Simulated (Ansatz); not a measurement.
# CdF2 (Fm-3m): the gap up the ladder of methods

Aim: the gap of CdF2 (Fm-3m) at several levels of theory on one structure, with the time that each takes.

Method: density functionals, hybrids and G0W0, plane waves, PAW, in Ansatz 0.2.0.

Report form: the programs' logs are mostly left out.

In doubt: masses and optical values from hybrid runs of this build are listed as unsure (step 9), which bears on the screening that GW takes from such a start.

### 1. Set-up

The structure is cubic, space group Fm-3m (No. 225). Conventional cell: a = 5.388 Å, b = 5.388 Å, c = 5.388 Å, α = 90.00°, β = 90.00°, γ = 90.00°. Cd has 8 F at 2.33 Å nearest. F has 4 Cd at 2.33 Å nearest. Farther neighbours and most contacts between anions are not listed.

The cell and positions come from the Crystallography Open Database and are kept as given unless a step says otherwise.

The logs state that the PAW files were generated under PBE.

### 2. LDA on the 8×8×8 mesh

This step: DFT, LDA, plane waves, PAW; PAW set soft_1.

Input file input.yaml:

```yaml
crystal:
  lattice:
    - [0.0, 2.694, 2.694]
    - [2.694, 0.0, 2.694]
    - [2.694, 2.694, 0.0]
  atoms:
    - { symbol: Cd, position: [0.0, 0.0, 0.0] }
    - { symbol: F, position: [0.25, 0.25, 0.25] }
    - { symbol: F, position: [0.75, 0.75, 0.75] }
kpoints:
  mp_grid: { grid: [8, 8, 8] }
  band_path:
    path:
      - [0.0, 0.0, 0.0]
      - [0.5, 0.0, 0.5]
      - [0.625, 0.25, 0.625]
      - [0.375, 0.375, 0.75]
      - [0.5, 0.5, 0.5]
      - [0.5, 0.25, 0.75]
    npoints: 1
hamiltonian:
  xc: lda
  pseudopotentials: { kind: paw, azcp: { folder: soft_1 }, xc_functional: pbe }
scf:
  occupations: { method: fixed }
  n_extra_bands: 5
output:
  eigenvalues: true
  forces: true
  stress: true
```

Command:

```bash
ansatz run input.yaml --threads 24 --pin off --max-ram 82944MiB --backend cuda --events-out ev --progress --plain --runs-dir out --devices 1 --max-vram 78GiB
```

Run time: 1.5 s. Hardware: 1 × NVIDIA GB200 (shared by 2 runs) with 24 threads of Arm Neoverse V2, shared host; peak memory 1 GiB.

This step gave:

| Property | Result |
| --- | --- |
| pressure | -5.676 GPa |
| gap | 2.808 eV |
| valence top at | W |
| conduction bottom at | Γ |
| least direct gap | 3.283 eV |

Over mesh and listed points the gap is 2.808 eV, from k = (0.500, 0.250, 0.750) to k = Γ. The least direct gap found is 3.283 eV, at k = Γ. The pressure in this cell is -6 GPa; the cell is kept. The program's warnings for this run: metallic iterate.

### 3. PBE on the 8×8×8 mesh

Levels along a band path and on the mesh show where this functional puts the band edges.

This step: DFT, PBE, plane waves, PAW; PAW set soft_1.

input.yaml, the sections that differ from step 2:

```yaml
kpoints:
  mp_grid: { grid: [8, 8, 8] }
  band_path:
    path:
      - [[0.0, 0.0, 0.0], [0.5, 0.0, 0.5], [0.625, 0.25, 0.625]]
      - [[0.375, 0.375, 0.75], [0.0, 0.0, 0.0], [0.5, 0.5, 0.5], [0.5, 0.25, 0.75], [0.5, 0.0, 0.5]]
    npoints: 10
hamiltonian:
  xc: pbe
  pseudopotentials: { kind: paw, azcp: { folder: soft_1 } }
scf:
  occupations: { method: fermi_dirac, width: 0.02 }
  n_extra_bands: 5
# crystal, output: as in step 2
```

It took 1.4 s on 1 × NVIDIA GB200 (shared by 2 runs) with 24 threads; peak memory 1.1 GiB.

This step gave:

| Property | Result |
| --- | --- |
| pressure | 5.468 GPa |
| filled bands | 17 |
| gap | 3.099 eV |
| valence top at | W |
| conduction bottom at | Γ |
| least direct gap | 3.596 eV |

Over mesh and path the gap is 3.099 eV, from k = (0.500, 0.250, 0.750) to k = Γ. The least direct gap found is 3.596 eV, at k = Γ. The pressure in this cell is 5 GPa; the cell is kept. PBE against LDA: 3.099 − 2.808 = +0.291 eV, with the same mesh, files and cutoff, and both edges at the same k points.

### 4. PBE+SOC on the 8×8×8 mesh

This run has two-component orbitals with spin-orbit coupling.

This step: DFT, PBE with spin-orbit coupling, plane waves, PAW; PAW set soft_1.

input.yaml, the sections that differ from step 3:

```yaml
kpoints:
  mp_grid: { grid: [8, 8, 8] }
  band_path:
    path:
      - [0.0, 0.0, 0.0]
      - [0.5, 0.0, 0.5]
      - [0.625, 0.25, 0.625]
      - [0.375, 0.375, 0.75]
      - [0.5, 0.5, 0.5]
      - [0.5, 0.25, 0.75]
    npoints: 1
hamiltonian:
  xc: pbe
  pseudopotentials: { kind: paw_fr, azcp: { folder: soft_1 } }
scf:
  occupations: { method: fixed }
  n_extra_bands: 10
magnetization:
  noncollinear: true
  spin_orbit: true
# crystal, output: as in step 3
```

Run time: 1.7 s. Hardware: 1 × NVIDIA GB200 (shared by 2 runs) with 24 threads; peak memory 1.1 GiB.

This step gave:

- pressure: 5.452 GPa
- gap: 3.095 eV
- valence top at: W
- conduction bottom at: Γ
- least direct gap: 3.510 eV

Over mesh and listed points the gap is 3.095 eV, from k = (0.500, 0.250, 0.750) to k = Γ. The least direct gap found is 3.510 eV, at k = Γ. The pressure in this cell is 5 GPa; the cell is kept. PBE+SOC against PBE: 3.095 − 3.099 = −0.004 eV, with the same mesh, set of files (read in its fully relativistic form for the spin-orbit run) and cutoff, and both edges at the same k points. The spin-orbit run sees mesh and listed points alone, so its gap is an upper bound: the coupling can move an edge off these points, and the change over the zone, its sign included where it is small, is not known.

### 5. HSE06 on the 6×6×6 mesh

HSE06 mixes in a quarter of exact exchange at short range.

This step: DFT, HSE06, plane waves, PAW; PAW set soft_1.

Edit input.yaml of step 4 so:

```diff
@@ -10,3 +10,3 @@
 kpoints:
-  mp_grid: { grid: [8, 8, 8] }
+  mp_grid: { grid: [6, 6, 6] }
   band_path:
@@ -21,13 +21,8 @@
 hamiltonian:
-  xc: pbe
-  pseudopotentials: { kind: paw_fr, azcp: { folder: soft_1 } }
+  xc: hse06
+  pseudopotentials: { kind: paw, azcp: { folder: soft_1 } }
 scf:
   occupations: { method: fixed }
-  n_extra_bands: 10
-magnetization:
-  noncollinear: true
-  spin_orbit: true
+  n_extra_bands: 5
 output:
   eigenvalues: true
-  forces: true
-  stress: true
```

Wall time 3.4 s (1 × NVIDIA GB200 (shared by 2 runs) with 24 threads); peak memory 1.2 GiB; 15 s of CPU time.

Numbers from this step:

| Quantity | Value |
| --- | --- |
| gap | 5.203 eV |
| valence top at | W |
| conduction bottom at | Γ |
| least direct gap | 5.784 eV |
| exact-exchange fraction | 0.25 |

Over mesh and listed points the gap is 5.203 eV, from k = (0.500, 0.250, 0.750) to k = Γ. The least direct gap found is 5.784 eV, at k = Γ. On the 6×6×6 mesh alone the same run gives 5.223 eV, so that mesh misses an edge of HSE06: 5.223 − 5.203 = +0.020 eV. HSE06 against PBE: 5.203 − 3.099 = +2.104 eV. The runs also differ in mesh (8×8×8 and 6×6×6), so how much of this comes from the functional alone is not known.

### 6. PBE0 on the 6×6×6 mesh

PBE0 mixes in a quarter of exact exchange at all distances.

This step: DFT, PBE0, plane waves, PAW; PAW set soft_1.

Edit input.yaml of step 5 so:

```diff
@@ -21,3 +21,3 @@
 hamiltonian:
-  xc: hse06
+  xc: pbe0
   pseudopotentials: { kind: paw, azcp: { folder: soft_1 } }
```

Elapsed: 3.2 s, on 1 × NVIDIA GB200 (shared by 2 runs) with 24 threads; peak memory 1.2 GiB.

Numbers from this step:

```yaml
gap: 5.953 eV
valence_top_at: W
conduction_bottom_at: Γ
least_direct_gap: 6.535 eV
exact_exchange_fraction: 0.25
```

Over mesh and listed points the gap is 5.953 eV, from k = (0.500, 0.250, 0.750) to k = Γ. The least direct gap found is 6.535 eV, at k = Γ. On the 6×6×6 mesh alone the same run gives 5.973 eV, so that mesh misses an edge of PBE0: 5.973 − 5.953 = +0.020 eV. PBE0 against HSE06: 5.953 − 5.203 = +0.750 eV, with the same mesh, files and cutoff, and both edges at the same k points.

### 7. DDH-PBE0 on the 6×6×6 mesh

The input asks for a share of exact exchange of one over the crystal's ε∞, which the program works out first.

This step: DFT, dielectric-dependent PBE0 (fraction 1/eps_inf of PBE), plane waves, PAW; PAW set soft_1.

Edit input.yaml of step 6 so:

```diff
@@ -9,2 +9,3 @@
     - { symbol: F, position: [0.75, 0.75, 0.75] }
+  host: atoms
 kpoints:
@@ -21,3 +22,6 @@
 hamiltonian:
-  xc: pbe0
+  xc:
+    exchange: pbe
+    correlation: pbe
+    exx: { coeff: inverse_dielectric }
   pseudopotentials: { kind: paw, azcp: { folder: soft_1 } }
```

Elapsed: 5.2 s, on 1 × NVIDIA GB200 (shared by 2 runs) with 24 threads; peak memory 1.4 GiB.

Numbers from this step:

- gap: 7.161 eV
- valence top at: W
- conduction bottom at: Γ
- least direct gap: 7.773 eV
- exact-exchange fraction: 0.3511

Over mesh and listed points the gap is 7.161 eV, from k = (0.500, 0.250, 0.750) to k = Γ. The least direct gap found is 7.773 eV, at k = Γ. On the 6×6×6 mesh alone the same run gives 7.182 eV, so that mesh misses an edge of DDH-PBE0: 7.182 − 7.161 = +0.021 eV. DDH-PBE0 against PBE0: 7.161 − 5.953 = +1.208 eV, with the same mesh, files and cutoff, and both edges at the same k points.

### 8. G0W0@PBE, 6×6×6 mesh, 251 empty bands, screening to 200 eV, PAW set soft_1 files

G0W0 replaces the xc potential by a self-energy built once from the orbitals of the start. Levels are corrected in the window of bands that the input names, at points of the mesh.

This step: G0W0 on PBE, plane waves, PAW; PAW set soft_1.

Input file input.yaml:

```yaml
crystal:
  lattice:
    - [0.0, 2.694, 2.694]
    - [2.694, 0.0, 2.694]
    - [2.694, 2.694, 0.0]
  atoms:
    - { symbol: Cd, position: [0.0, 0.0, 0.0] }
    - { symbol: F, position: [0.25, 0.25, 0.25] }
    - { symbol: F, position: [0.75, 0.75, 0.75] }
kpoints:
  mp_grid: { grid: [6, 6, 6] }
hamiltonian:
  xc: pbe
  pseudopotentials: { kind: paw, azcp: { folder: soft_1 } }
scf:
  occupations: { method: fixed }
gw:
  n_empty_bands: 251
  ecut_chi: 200.0
  qp_bands: [v2, c2]
  qp_kpoints: band_edges
  screening: { model: contour_deformation }
```

It took 6.4 s on 1 × NVIDIA GB200 (shared by 2 runs) with 24 threads; peak memory 1.4 GiB; 26 s of CPU time.

This step gave:

- bands summed: 268
- RPA ε∞ on this mesh (eigenvalues): 2.760, 2.760, 2.760
- plane waves in the screening matrix: 259
- G0W0 gap over the corrected points: 5.463 eV
- k of the valence top: 0.1667, -0.5, -0.3333
- k of the conduction bottom: 0, 0, 0
- starting gap on the mesh: 3.118 eV
- Z at the valence top: 0.7614
- Z at the conduction bottom: 0.8563
- least direct G0W0 gap over the corrected points: 6.121 eV

Over all 16 irreducible mesh points the G0W0 gap is 5.463 eV, from k = (0.167, -0.500, -0.333) to k = Γ. The PBE gap of this run on the mesh is 3.118 eV. The two states that bound the G0W0 gap lie that far apart at the start, so the correction of the gap is 5.463 − 3.118 = +2.345 eV.

### 9. G0W0@HSE06, 6×6×6 mesh, 116 empty bands, screening to 120 eV, PAW set soft_1 files

This step: G0W0 on HSE06, plane waves, PAW; PAW set soft_1.

Edit input.yaml of step 8 so:

```diff
@@ -12,3 +12,3 @@
 hamiltonian:
-  xc: pbe
+  xc: hse06
   pseudopotentials: { kind: paw, azcp: { folder: soft_1 } }
@@ -17,4 +17,4 @@
 gw:
-  n_empty_bands: 251
-  ecut_chi: 200.0
+  n_empty_bands: 116
+  ecut_chi: 120
   qp_bands: [v2, c2]
```

Run time: 11 s. Hardware: 1 × NVIDIA GB200 (shared by 2 runs) with 24 threads; peak memory 1.3 GiB; 40 s of CPU time.

This step gave:

```
bands summed                                    : 133
RPA ε∞ on this mesh (eigenvalues)               : 2.307, 2.307, 2.307
plane waves in the screening matrix             : 113
G0W0 gap over the corrected points              : 6.486 eV
k of the valence top                            : 0.1667, -0.5, -0.3333
k of the conduction bottom                      : 0, 0, 0
starting gap on the mesh                        : 5.223 eV
Z at the valence top                            : 0.8099
Z at the conduction bottom                      : 0.8865
least direct G0W0 gap over the corrected points : 7.206 eV
```

Over all 16 irreducible mesh points the G0W0 gap is 6.486 eV, from k = (0.167, -0.500, -0.333) to k = Γ. The HSE06 gap of this run on the mesh is 5.223 eV. The two states that bound the G0W0 gap lie that far apart at the start, so the correction of the gap is 6.486 − 5.223 = +1.263 eV. G0W0@HSE06 against G0W0@PBE with 133 bands (a further run, in the table below): 6.486 − 5.341 = +1.145 eV, with the same mesh, files and cutoffs, and both edges at the same k points.

### 10. G0W0@LDA, 6×6×6 mesh, 116 empty bands, screening to 120 eV, PAW set soft_1 files

This step: G0W0 on LDA, plane waves, PAW; PAW set soft_1.

Edit input.yaml of step 9 so:

```diff
@@ -12,4 +12,4 @@
 hamiltonian:
-  xc: hse06
-  pseudopotentials: { kind: paw, azcp: { folder: soft_1 } }
+  xc: lda
+  pseudopotentials: { kind: paw, azcp: { folder: soft_1 }, xc_functional: pbe }
 scf:
```

Wall time 4 s (1 × NVIDIA GB200 (shared by 2 runs) with 24 threads); peak memory 1.2 GiB.

This step gave:

| Property | Result |
| --- | --- |
| bands summed | 133 |
| RPA ε∞ on this mesh (eigenvalues) | 2.912, 2.912, 2.912 |
| plane waves in the screening matrix | 113 |
| G0W0 gap over the corrected points | 5.337 eV |
| k of the valence top | 0.1667, -0.5, -0.3333 |
| k of the conduction bottom | 0, 0, 0 |
| starting gap on the mesh | 2.828 eV |
| Z at the valence top | 0.7591 |
| Z at the conduction bottom | 0.8529 |
| least direct G0W0 gap over the corrected points | 5.987 eV |

Over all 16 irreducible mesh points the G0W0 gap is 5.337 eV, from k = (0.167, -0.500, -0.333) to k = Γ. The LDA gap of this run on the mesh is 2.828 eV. The two states that bound the G0W0 gap lie that far apart at the start, so the correction of the gap is 5.337 − 2.828 = +2.509 eV. G0W0@LDA against G0W0@HSE06 with 133 bands: 5.337 − 6.486 = −1.149 eV, with the same mesh, files and cutoffs, and both edges at the same k points. The program's warnings for this run: metallic iterate.

[end of part 1 of 2]

[Paths, hosts, dates, memory and timing lines, banners, echoed tables and standing remarks are left out of the program output.]

[Logs are printed without paths, hosts, clocks, repeated set-up lines and the standing remarks that a program may print on its own settings, such as how far it seeks lower states.]

[Runs of the session that timed out or met a known fault of the program may be left out.]

[Cells called generated may have been cut or substituted from an entry of the Crystallography Open Database or the Materials Project.]

[Hosts, paths, dates, database ids (printed as entryN), source tags and the programs' standing remarks are cut or masked in the printed files.]

[Where an RPA ε∞ is given, it is that of the G0W0 mesh and is not shown converged in it. Names of k-points follow the symmetry that the program found, which can be lower than the space group named. Band edges on a path are those of the sampled points; other points can move an edge, and change direct to indirect where valleys lie close.]

[Hybrid gaps are those of their k-mesh and are not shown converged in it.]
